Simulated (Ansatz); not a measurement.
**Resistivity from frozen vibrations: W(100) with 4 thermally displaced layers, 2x2**

How much do lattice vibrations at 800 K scatter the electrons of W? Layers with random displacements are laid between perfect leads, and the resistance is followed against their length.

Main program and level: Ansatz 0.2.0; Ansatz plane-wave DFT, PBE, PAW files; ballistic transport by layer matching (Landauer), zero bias; PAW set soft_1.

## (1) Starting point

The cell holds 56 atoms: 56 W. Its edges and angles: a = 6.330 Å, b = 6.330 Å, c = 22.154 Å, α = 90.0°, β = 90.0°, γ = 90.0°. It derives from W. Regions: lead, 40 atoms (40 W); scattering region, 16 atoms (16 W). The structure is stacked along c, and the current runs across the ab planes.

## (2) With 4 displaced layers

Each atom of 4 layers is moved at random, by amounts drawn from a normal law 0.0631 Å wide in each direction from the Debye model (400 K) at 800 K. The layers about the cell's end stay perfect and serve as the lead. Disorder leaves little or no symmetry, which makes such runs dear. Energies from -0.05 to 0.05 eV in steps of 0.05 eV are too few for the program's thermal sum, so it prints no conductance; for a metal the transmission near the Fermi level serves, at a fraction of the cost.

File input.yaml:

```yaml
crystal:
  lattice:
    - [6.3296, 0.0, 0.0]
    - [0.0, 6.3296, 0.0]
    - [0.0, 0.0, 22.1536]
  atoms:
    - { symbol: W, position: [0.0, 0.0, 0.0357142857] }
    - { symbol: W, position: [0.0, 0.5, 0.0357142857] }
    - { symbol: W, position: [0.5, 0.0, 0.0357142857] }
    - { symbol: W, position: [0.5, 0.5, 0.0357142857] }
    - { symbol: W, position: [0.25, 0.25, 0.1071428571] }
    - { symbol: W, position: [0.25, 0.75, 0.1071428571] }
    - { symbol: W, position: [0.75, 0.25, 0.1071428571] }
    - { symbol: W, position: [0.75, 0.75, 0.1071428571] }
    - { symbol: W, position: [0.0, 0.0, 0.1785714286] }
    - { symbol: W, position: [0.0, 0.5, 0.1785714286] }
    - { symbol: W, position: [0.5, 0.0, 0.1785714286] }
    - { symbol: W, position: [0.5, 0.5, 0.1785714286] }
    - { symbol: W, position: [0.25, 0.25, 0.25] }
    - { symbol: W, position: [0.25, 0.75, 0.25] }
    - { symbol: W, position: [0.75, 0.25, 0.25] }
    - { symbol: W, position: [0.75, 0.75, 0.25] }
    - { symbol: W, position: [0.0, 0.0, 0.3214285714] }
    - { symbol: W, position: [0.0, 0.5, 0.3214285714] }
    - { symbol: W, position: [0.5, 0.0, 0.3214285714] }
    - { symbol: W, position: [0.5, 0.5, 0.3214285714] }
    - { symbol: W, position: [0.2503410296, 0.2635617601, 0.3963471549] }
    - { symbol: W, position: [0.244910333, 0.7470281314, 0.3913542887] }
    - { symbol: W, position: [0.7556822991, 0.2494408282, 0.3949854967] }
    - { symbol: W, position: [0.731575274, 0.7656243406, 0.3925823461] }
    - { symbol: W, position: [0.0067859136, 0.9986379237, 0.4632054205] }
    - { symbol: W, position: [0.0046189375, 0.5082234785, 0.4637085774] }
    - { symbol: W, position: [0.4984761513, 0.0068389755, 0.4618055583] }
    - { symbol: W, position: [0.4848959419, 0.503939444, 0.4623748443] }
    - { symbol: W, position: [0.230847034, 0.2418808454, 0.5343818018] }
    - { symbol: W, position: [0.238099316, 0.7351145624, 0.5358186903] }
    - { symbol: W, position: [0.7589489253, 0.2476748027, 0.533595306] }
    - { symbol: W, position: [0.7538398258, 0.7571535191, 0.534859364] }
    - { symbol: W, position: [0.0054323718, 0.0104013625, 0.6065531062] }
    - { symbol: W, position: [0.9918862125, 0.5034673746, 0.607848273] }
    - { symbol: W, position: [0.5109592661, 0.9871879332, 0.6052574996] }
    - { symbol: W, position: [0.4916403458, 0.4827053974, 0.6075031499] }
    - { symbol: W, position: [0.25, 0.25, 0.6785714286] }
    - { symbol: W, position: [0.25, 0.75, 0.6785714286] }
    - { symbol: W, position: [0.75, 0.25, 0.6785714286] }
    - { symbol: W, position: [0.75, 0.75, 0.6785714286] }
    - { symbol: W, position: [0.0, 0.0, 0.75] }
    - { symbol: W, position: [0.0, 0.5, 0.75] }
    - { symbol: W, position: [0.5, 0.0, 0.75] }
    - { symbol: W, position: [0.5, 0.5, 0.75] }
    - { symbol: W, position: [0.25, 0.25, 0.8214285714] }
    - { symbol: W, position: [0.25, 0.75, 0.8214285714] }
    - { symbol: W, position: [0.75, 0.25, 0.8214285714] }
    - { symbol: W, position: [0.75, 0.75, 0.8214285714] }
    - { symbol: W, position: [0.0, 0.0, 0.8928571429] }
    - { symbol: W, position: [0.0, 0.5, 0.8928571429] }
    - { symbol: W, position: [0.5, 0.0, 0.8928571429] }
    - { symbol: W, position: [0.5, 0.5, 0.8928571429] }
    - { symbol: W, position: [0.25, 0.25, 0.9642857143] }
    - { symbol: W, position: [0.25, 0.75, 0.9642857143] }
    - { symbol: W, position: [0.75, 0.25, 0.9642857143] }
    - { symbol: W, position: [0.75, 0.75, 0.9642857143] }
kpoints:
  mp_grid: { grid: [4, 4, 1] }
hamiltonian:
  xc: pbe
  pseudopotentials: { kind: paw, azcp: { folder: soft_1 } }
scf:
  occupations: { method: fermi_dirac, width: 0.1 }
output:
  transmission: { leads: [[0, 4]], kmesh: [8, 8], e_range: [-0.05, 0.05], de: 0.05 }
  write_potential: true
  write_density: true
  volumetric_format: npy
```

Launch:

```bash
$ ansatz run input.yaml --threads 4 --pin off --max-ram 15360MiB --backend cpu --events-out ev --progress --plain --runs-dir out
```

Numbers of over 12 decimals in the logs are rounded to 6 here.

What it wrote:

```text
Engine: ansatz 0.2.0, aarch64-unknown-linux-gnu
Pseudopotentials: kind: paw
Pseudopotential: W, paw, valence charge 14, recommended cutoff 420 eV (normal), soft_1/W.paw.azcp
Functional definition: PBE
  parameter kappa = 0.804
  parameter beta = 0.066725
  exchange = pbe_x(kappa = kappa, mu = beta*pi^2/3)
  correlation = pbe_c(beta = beta)
Crystal: 56 atoms, lattice volume = 887.558 Å³
Basis set: ecut = 420 eV, 17351 PW (Γ)
Bands: 471, of which v1, the nominal top of the filled ones, is band 392 counted from 1 (391 counted from 0)
Symmetry: 1 space group operations
Space group: P1 (ITA 1), of the structure as read, at distance tolerance 9.6e-5 Å
k-points: 10 of 16 (time reversal used)
Non-local potential: W, projectors of the file, l = 0: 3, l = 1: 2, l = 2: 2, l = 3: 1
PAW form: soft (Blöchl's): semilocal exchange-correlation on the pseudo side does not see the compensation charge
PAW one-centre angular grid: W, 590 points (default); XC on 64 Gauss nodes
Initial density: superposition of atomic densities (chi_scale 0.1, normalization cell)
Initial wavefunctions: pseudopotential atomic-orbital guess
Functional: x = pbe(κ = 0.804, μ = 0.219515), c = pbe(β = 0.066725)
SCF iter   1: F=—  HF=-581621.178046 eV  |F-HF|=—  |Δ(HF+E_count)|=         —  Δρ=6.31e-2  dr2=3.12e1  ethr=3.10e-3  ⟨swp⟩=4.6  Hψ=16979  notcnv=0
preconditioner: auto → Kerker (q_TF=auto, 2.672 Å⁻¹)  [metal: Δε(μ)=0.001 eV  Ē_g=5.400 eV  σ=0.100 eV  W_gap=0.00  n_scr=294 (ndim 8)  ℏωp=22.8 eV  f_vac=0.000  D(μ)=25.94/eV (n_scr^D=204)]
SCF iter   2: F=—  HF=-581613.994220 eV  |F-HF|=—  |Δ(HF+E_count)|=    7.18e0  Δρ=3.77e-2  dr2=1.08e1  ethr=3.10e-3  ⟨swp⟩=2.0  Hψ=6031  notcnv=0  defer=11
SCF iter   3: F=—  HF=-581610.367677 eV  |F-HF|=—  |Δ(HF+E_count)|=    3.63e0  Δρ=2.95e-3  dr2=3.58e-2  ethr=1.38e-3  ⟨swp⟩=2.2  Hψ=8532  notcnv=0  defer=11
SCF iter   4: F=—  HF=-581610.383364 eV  |F-HF|=—  |Δ(HF+E_count)|=   1.57e-2  Δρ=3.06e-4  dr2=8.23e-4  ethr=4.56e-6  ⟨swp⟩=2.2  Hψ=8351  notcnv=0
SCF iter   5: F=—  HF=-581610.383485 eV  |F-HF|=—  |Δ(HF+E_count)|=   1.20e-4  Δρ=5.16e-5  dr2=1.04e-4  ethr=1.05e-7  ⟨swp⟩=2.2  Hψ=6428  notcnv=0
SCF iter   6: F=—  HF=-581610.383460 eV  |F-HF|=—  |Δ(HF+E_count)|=   2.44e-5  Δρ=1.13e-5  dr2=7.92e-6  ethr=1.33e-8  ⟨swp⟩=1.4  Hψ=4822  notcnv=0
SCF iter   7: F=—  HF=-581610.382817 eV  |F-HF|=—  |Δ(HF+E_count)|=   6.43e-4  Δρ=2.14e-6  dr2=2.93e-7  ethr=1.01e-9  ⟨swp⟩=1.0  Hψ=4710  notcnv=0
SCF iter   8: F=-581610.382817 eV  HF=-581610.382817 eV  |F-HF|=7.68e-9  |Δ(HF+E_count)|=  8.15e-10  Δρ=6.04e-7  dr2=9.34e-9  ethr=1.28e-11  ⟨swp⟩=6.3  Hψ=9963  notcnv=0
SCF 1 converged in 8 iterations: F = -581610.382817 eV  dr2 = 9.34e-9
  greatest PAW one-centre occupation: 0.999 electrons in one spin orbital (limit 2), on the W atom at site 21 (counted from 0), in its partial waves of l = 0
transmission: 99 of 952 steps passed
transmission: 192 of 952 steps passed
[...]
transmission: 952 of 952 steps passed
SCF converged after 8 iterations
Free energy (F): -581610.382817 eV
Harris-Foulkes:  -581610.382817 eV  (|F-HF|=7.68e-9)
Internal energy: -581609.400595 eV  (E = F + TS)
E sigma→0 (E₀):  -581609.891706 eV
Entropy (-TS):   -0.982223 eV (-17.540 meV/atom)
Fermi energy:    22.472883 eV
--- Per-component energies (eV) ---
  E_band       = -4713.976687
  E_kinetic    = 23627.162438
  E_local      = -30408.120374  (includes V_loc(G=0)·N_el)
  E_nonlocal   = -1425.980167
  E_hartree    = 12779.401962
  E_xc         = -14997.578088
  E_vxc        = -12963.322514  (∫ρ·V_xc dr)
  E_paw        = -480361.511087  (= ΣΔE_a)
  E_vpaw       = -9102.525635  (= ΣTr[D̂ρ^β])
  E_aug_tail   = 0.008287  (compensation charges beyond the density's cutoff)
  E_ewald      = -90822.783565
  E_smearing   = -0.982223  (= −TS)
  E_closure    = 0.000000  (closes the sum)
  Σ components = -581610.382817   (vs F -581610.382817, Δ=0.00e0)
--- Band table (eV; the first three rows and the last of 10) ---
  k-point 0: bands = [... 388 lower, 22.3877, 22.3978, 22.4071, 22.4190, 22.5022, 22.5659, 22.5689, 22.5805, ... 75 higher]
  k-point 1: bands = [... 388 lower, 22.1837, 22.2138, 22.3466, 22.3753, 22.4558, 22.4713, 22.5502, 22.5689, ... 75 higher]
  k-point 2: bands = [... 388 lower, 22.4108, 22.4412, 22.4431, 22.4593, 22.6949, 22.7038, 22.8422, 22.8632, ... 75 higher]
  k-point 9: bands = [... 388 lower, 21.6595, 21.6983, 21.7714, 21.8141, 22.4853, 22.5123, 22.5574, 22.5827, ... 75 higher]
--- Transmission ---
  basis      : 349 plane waves across, 28 finite elements along
  points     : 34, standing for a mesh of 8 x 8
  energies   : 3 from -0.050000 to 0.050000 eV about the Fermi level, 0.050000 eV apart; the leads are filled to 0.000000 eV, and channels, transmission and decay are at 0.000000 eV
  crystal 0  : W4, at the sites [0, 4], period 1.5824 Å, over 15.82 Å; its Hamiltonian steps by up to 2.5 meV
    offset         : up to 0.0000 Å between an atom of the period and one for which it stands
    channels       : 5.656250e0 a spin
    conductance    : none, the energies end too early or step too widely for 300 K: set another output.transmission.e_range or a lower de, or, where they end at an eighth of basis.ecutwfc, a higher one
    slowest decay  : 0.0296 /Å at (0.5000, 0.5000)
  junction   : crystal 0 to crystal 0, 0.70 to 21.27 Å
    transmission   : 4.929780e0 a spin
    conductance    : none, the energies end too early or step too widely for 300 K: set another output.transmission.e_range or a lower de, or, where they end at an eighth of basis.ecutwfc, a higher one
```

The job ended after 15 min (4 threads of Arm Neoverse V2, shared host; peak memory 7.9 GiB).

The column dr2 measures how far the density is from self-consistency, as an energy; F and HF (Harris–Foulkes) agree once it is small.

This step gave:

```yaml
free_energy: -581610.3828 eV
energy_at_zero_smearing: -581609.8917 eV
fermi_energy: 22.47 eV
cell_area: 40.06 Å²
transmission_per_spin_nearest_the_fermi_level: 4.930
open_channels_per_spin_nearest_the_fermi_level: 5.656
step_of_the_lead_s_potential: 2.5 meV
```

Per spin. Table of transmission, zone mean by energy, zero at the Fermi level:

```
energy (eV)  transmission, zone mean
    -0.0500                     4.57
     0.0000                     4.93
     0.0500                     4.92
```

Per spin. The open channels, zone mean, lead by energy, zero at the Fermi level:

```
energy (eV)  open channels, zone mean, lead
    -0.0500                            5.28
     0.0000                            5.66
     0.0500                            5.53
```

Transmission over k1 and k2. At 0.0000 eV from the Fermi level.

Ten even steps from '0' (0.0) to '9' (13.2):
```
10224220
12145412
22489842
44599954
22489842
12145412
10224220
01125211
```
Columns: k1 (b1) from -0.5 to 0.375; rows upwards: k2 (b2) from -0.5 to 0.375.

Open channels over k1 and k2. At 0.0000 eV from the Fermi level.

Values, 8 rows by 8 columns:
```
 2.0  1.0  3.0  4.0  7.0  4.0  3.0  1.0
 2.0  3.0  2.0  7.0 10.0  7.0  2.0  3.0
 4.0  4.0  7.0 13.0 14.0 13.0  7.0  4.0
 8.0  7.0 10.0 14.0 14.0 14.0 10.0  7.0
 4.0  4.0  7.0 13.0 14.0 13.0  7.0  4.0
 2.0  3.0  2.0  7.0 10.0  7.0  2.0  3.0
 2.0  1.0  3.0  4.0  7.0  4.0  3.0  1.0
 0.0  2.0  2.0  4.0  8.0  4.0  2.0  2.0
```
Columns: k1 (b1) from -0.5 to 0.375; rows upwards: k2 (b2) from -0.5 to 0.375.

Over the solved energies the transmission per spin lies between 4.57 and 4.93, out of 5.49 channels of the lead on average (up to 5.66).

## (3) With 8 displaced layers

Each atom of 8 layers is moved at random, by amounts drawn from a normal law 0.0631 Å wide in each direction from the Debye model (400 K) at 800 K. A fresh draw is used; the growth of the resistance with length is what counts.

System of this step: W(100) with 8 thermally displaced layers, 2x2. The cell holds 72 atoms: 72 W. Its edges and angles: a = 6.330 Å, b = 6.330 Å, c = 28.483 Å, α = 90.0°, β = 90.0°, γ = 90.0°. It derives from W. Regions: lead, 40 atoms (40 W); scattering region, 32 atoms (32 W). The structure is stacked along c, and the current runs across the ab planes.

File input.yaml:

```yaml
crystal:
  lattice:
    - [6.3296, 0.0, 0.0]
    - [0.0, 6.3296, 0.0]
    - [0.0, 0.0, 28.4832]
  atoms:
    - { symbol: W, position: [0.0, 0.0, 0.0277777778] }
    - { symbol: W, position: [0.0, 0.5, 0.0277777778] }
    - { symbol: W, position: [0.5, 0.0, 0.0277777778] }
    - { symbol: W, position: [0.5, 0.5, 0.0277777778] }
    - { symbol: W, position: [0.25, 0.25, 0.0833333333] }
    - { symbol: W, position: [0.25, 0.75, 0.0833333333] }
    - { symbol: W, position: [0.75, 0.25, 0.0833333333] }
    - { symbol: W, position: [0.75, 0.75, 0.0833333333] }
    - { symbol: W, position: [0.0, 0.0, 0.1388888889] }
    - { symbol: W, position: [0.0, 0.5, 0.1388888889] }
    - { symbol: W, position: [0.5, 0.0, 0.1388888889] }
    - { symbol: W, position: [0.5, 0.5, 0.1388888889] }
    - { symbol: W, position: [0.25, 0.25, 0.1944444444] }
    - { symbol: W, position: [0.25, 0.75, 0.1944444444] }
    - { symbol: W, position: [0.75, 0.25, 0.1944444444] }
    - { symbol: W, position: [0.75, 0.75, 0.1944444444] }
    - { symbol: W, position: [0.0, 0.0, 0.25] }
    - { symbol: W, position: [0.0, 0.5, 0.25] }
    - { symbol: W, position: [0.5, 0.0, 0.25] }
    - { symbol: W, position: [0.5, 0.5, 0.25] }
    - { symbol: W, position: [0.2552641788, 0.2426315048, 0.3086266834] }
    - { symbol: W, position: [0.2581976546, 0.756257286, 0.3064458933] }
    - { symbol: W, position: [0.7595315939, 0.2367151875, 0.3069162602] }
    - { symbol: W, position: [0.7560119357, 0.7323692453, 0.306324708] }
    - { symbol: W, position: [0.9975023641, 0.0077946994, 0.3601379801] }
    - { symbol: W, position: [0.9998180705, 0.5034195098, 0.3591689776] }
    - { symbol: W, position: [0.5059702437, 0.9989531251, 0.3622026424] }
    - { symbol: W, position: [0.4947953316, 0.5108334851, 0.3624524719] }
    - { symbol: W, position: [0.2482244258, 0.2563029725, 0.4194587695] }
    - { symbol: W, position: [0.2678647079, 0.734305568, 0.418624027] }
    - { symbol: W, position: [0.7546384695, 0.2490638576, 0.4144355093] }
    - { symbol: W, position: [0.7625388647, 0.737415761, 0.4179232363] }
    - { symbol: W, position: [0.012984485, 0.9840453242, 0.4715517261] }
    - { symbol: W, position: [0.9869422199, 0.5024341307, 0.475578661] }
    - { symbol: W, position: [0.5201824093, 0.9822655597, 0.4709479137] }
    - { symbol: W, position: [0.5070169715, 0.5157522425, 0.4731557873] }
    - { symbol: W, position: [0.2425580785, 0.2529635106, 0.5277409432] }
    - { symbol: W, position: [0.2479679443, 0.7426745807, 0.5286360946] }
    - { symbol: W, position: [0.7530707095, 0.2490726011, 0.5272864319] }
    - { symbol: W, position: [0.7371845841, 0.7451510133, 0.5304517351] }
    - { symbol: W, position: [0.9980994227, 0.9856408421, 0.5862909728] }
    - { symbol: W, position: [0.0052887261, 0.521025499, 0.5834718844] }
    - { symbol: W, position: [0.495398273, 0.985561577, 0.5862674692] }
    - { symbol: W, position: [0.5256276241, 0.4918122134, 0.5818991378] }
    - { symbol: W, position: [0.2559462284, 0.2417183556, 0.6382892273] }
    - { symbol: W, position: [0.2465108119, 0.7519145469, 0.6413154284] }
    - { symbol: W, position: [0.7502200963, 0.2591649648, 0.6379582533] }
    - { symbol: W, position: [0.7532693754, 0.728673907, 0.6356752453] }
    - { symbol: W, position: [0.0079382286, 0.9941140069, 0.6957297594] }
    - { symbol: W, position: [0.0054091973, 0.5131880575, 0.6962438369] }
    - { symbol: W, position: [0.5101432011, 0.9988862199, 0.6928967754] }
    - { symbol: W, position: [0.4927036274, 0.4951323796, 0.6919403078] }
    - { symbol: W, position: [0.25, 0.25, 0.75] }
    - { symbol: W, position: [0.25, 0.75, 0.75] }
    - { symbol: W, position: [0.75, 0.25, 0.75] }
    - { symbol: W, position: [0.75, 0.75, 0.75] }
    - { symbol: W, position: [0.0, 0.0, 0.8055555556] }
    - { symbol: W, position: [0.0, 0.5, 0.8055555556] }
    - { symbol: W, position: [0.5, 0.0, 0.8055555556] }
    - { symbol: W, position: [0.5, 0.5, 0.8055555556] }
    - { symbol: W, position: [0.25, 0.25, 0.8611111111] }
    - { symbol: W, position: [0.25, 0.75, 0.8611111111] }
    - { symbol: W, position: [0.75, 0.25, 0.8611111111] }
    - { symbol: W, position: [0.75, 0.75, 0.8611111111] }
    - { symbol: W, position: [0.0, 0.0, 0.9166666667] }
    - { symbol: W, position: [0.0, 0.5, 0.9166666667] }
    - { symbol: W, position: [0.5, 0.0, 0.9166666667] }
    - { symbol: W, position: [0.5, 0.5, 0.9166666667] }
    - { symbol: W, position: [0.25, 0.25, 0.9722222222] }
    - { symbol: W, position: [0.25, 0.75, 0.9722222222] }
    - { symbol: W, position: [0.75, 0.25, 0.9722222222] }
    - { symbol: W, position: [0.75, 0.75, 0.9722222222] }
kpoints:
  mp_grid: { grid: [4, 4, 1] }
hamiltonian:
  xc: pbe
  pseudopotentials: { kind: paw, azcp: { folder: soft_1 } }
scf:
  occupations: { method: fermi_dirac, width: 0.1 }
output:
  transmission: { leads: [[0, 4]], kmesh: [8, 8], e_range: [-0.05, 0.05], de: 0.05 }
  write_potential: true
  write_density: true
  volumetric_format: npy
```

What it wrote:

```text
[...]
Crystal: 72 atoms, lattice volume = 1141.146 Å³
Basis set: ecut = 420 eV, 22299 PW (Γ)
Bands: 605, of which v1, the nominal top of the filled ones, is band 504 counted from 1 (503 counted from 0)
Symmetry: 1 space group operations
[...]
k-points: 10 of 16 (time reversal used)
[...]
SCF iter   1: F=—  HF=-747797.020477 eV  |F-HF|=—  |Δ(HF+E_count)|=         —  Δρ=6.31e-2  dr2=4.35e1  ethr=3.10e-3  ⟨swp⟩=4.6  Hψ=21923  notcnv=0
[...]
SCF iter   8: F=-747783.118959 eV  HF=-747783.118959 eV  |F-HF|=3.68e-8  |Δ(HF+E_count)|=   3.73e-9  Δρ=1.05e-6  dr2=4.44e-8  ethr=9.92e-12  ⟨swp⟩=6.7  Hψ=12957  notcnv=0
SCF 1 converged in 8 iterations: F = -747783.118959 eV  dr2 = 4.44e-8
[...]
transmission: 123 of 1224 steps passed
transmission: 249 of 1224 steps passed
[...]
transmission: 1224 of 1224 steps passed
SCF converged after 8 iterations
Free energy (F): -747783.118959 eV
[...]
Internal energy: -747781.881701 eV  (E = F + TS)
E sigma→0 (E₀):  -747782.500330 eV
Entropy (-TS):   -1.237258 eV (-17.184 meV/atom)
Fermi energy:    22.411264 eV
[...]
--- Band table (eV; the first three rows and the last of 10) ---
  k-point 0: bands = [... 500 lower, 22.3192, 22.3482, 22.3827, 22.3991, 22.4245, 22.4410, 22.4659, 22.4895, ... 97 higher]
  k-point 1: bands = [... 500 lower, 22.2896, 22.3222, 22.3408, 22.3540, 22.3720, 22.3910, 22.4346, 22.4637, ... 97 higher]
  k-point 2: bands = [... 500 lower, 22.3285, 22.4006, 22.4695, 22.4882, 22.5355, 22.5459, 22.5836, 22.6076, ... 97 higher]
  k-point 9: bands = [... 500 lower, 21.7090, 21.7293, 21.7821, 21.7832, 22.4194, 22.4737, 22.5447, 22.5964, ... 97 higher]
--- Transmission ---
  basis      : 349 plane waves across, 36 finite elements along
  points     : 34, standing for a mesh of 8 x 8
[...]
channels       : 5.281250e0 a spin
[...]
slowest decay  : 0.0383 /Å at (0.5000, 0.5000)
  junction   : crystal 0 to crystal 0, 0.70 to 27.60 Å
    transmission   : 3.902480e0 a spin
[...]
```

Elapsed: 22 min, on 4 threads; peak memory 8.1 GiB; 72 min of CPU time.

This step gave:

| Item | Value |
| --- | --- |
| free energy | -747783.1190 eV |
| energy at zero smearing | -747782.5003 eV |
| Fermi energy | 22.41 eV |
| transmission per spin nearest the Fermi level | 3.902 |
| open channels per spin nearest the Fermi level | 5.281 |
| step of the lead's potential | 4.3 meV |

Per spin. The transmission, zone mean by energy, zero at the Fermi level:

```
energy (eV)  transmission, zone mean
    -0.0500                     3.76
     0.0000                     3.90
     0.0500                     4.12
```

Over the solved energies the transmission per spin lies between 3.76 and 4.12, out of 5.20 channels of the lead on average (up to 5.66).

(Part 1 of 2 ends here.)

[Logs are printed without paths, hosts, clocks, repeated set-up lines and the standing remarks that a program may print on its own settings, such as how far it seeks lower states.]

[Hosts, paths, dates, database ids (printed as entryN), source tags and the programs' standing remarks are cut or masked in the printed files.]
